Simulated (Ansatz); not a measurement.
An input for Ansatz 0.2.0 (WS2 (Tungstenite)):

```yaml
crystal:
  lattice:
    - [3.1588452724, 0.0, 0.0]
    - [-1.5794226362, 2.7356402525, 0.0]
    - [0.0, 0.0, 12.2447695065]
  atoms:
    - { symbol: W, position: [0.3333333333, 0.6666666667, 0.25] }
    - { symbol: W, position: [0.6666666667, 0.3333333333, 0.75] }
    - { symbol: S, position: [0.3333333333, 0.6666666667, 0.6214363435] }
    - { symbol: S, position: [0.6666666667, 0.3333333333, 0.1214363435] }
    - { symbol: S, position: [0.3333333333, 0.6666666667, 0.8785636565] }
    - { symbol: S, position: [0.6666666667, 0.3333333333, 0.3785636565] }
kpoints:
  mp_grid: { grid: [6, 6, 2] }
  band_path:
    path:
      - [0.0, 0.0, 0.0]
      - [0.5, 0.0, 0.0]
      - [0.33333333, 0.33333333, 0.0]
      - [0.0, 0.0, 0.5]
      - [0.5, 0.0, 0.5]
      - [0.33333333, 0.33333333, 0.5]
      - [0.1666666667, 0.1666666667, 0.0]
    npoints: 1
hamiltonian:
  xc: pbe0
scf:
  occupations: { method: fixed }
  n_extra_bands: 6
output:
  eigenvalues: true
basis:
  ecutwfc: 550.0
```

The database entry behind the starting cell differs from later determinations by our own check (an axis about 1.4 % long against later determinations), so it need not match the best structure at ambient conditions.

```sh
ansatz run input.yaml --threads 2 --pin off --max-ram 92160MiB --backend cuda --events-out ev --progress --plain --runs-dir out --devices 1 --max-vram 13GiB  # rebuilt from the run's record
```

Q: Estimate wall time and host memory on 1 × NVIDIA H100 80GB HBM3 (shared by 6 runs) with 2 threads of AMD EPYC 7R13 (Zen 3), shared host.

It took 34 s; on shared hardware allow 17 s to 67 s. Peak host memory was 1.5 GiB. The sizes that set the cost: 3047 plane waves a state, 14 irreducible k points and 16 SCF cycles.

Exact exchange couples every pair of k points and filled bands, so it costs far more than a semilocal run.

[Paths, hosts, dates, memory and timing lines, banners, echoed tables and standing remarks are left out of the program output.]

[Logs are printed without paths, hosts, clocks, repeated set-up lines and the standing remarks that a program may print on its own settings, such as how far it seeks lower states.]

[Runs of the session that timed out or met a known fault of the program may be left out.]

[Cells called generated may have been cut or substituted from an entry of the Crystallography Open Database or the Materials Project.]

[Hosts, paths, dates, database ids (printed as entryN), source tags and the programs' standing remarks are cut or masked in the printed files.]
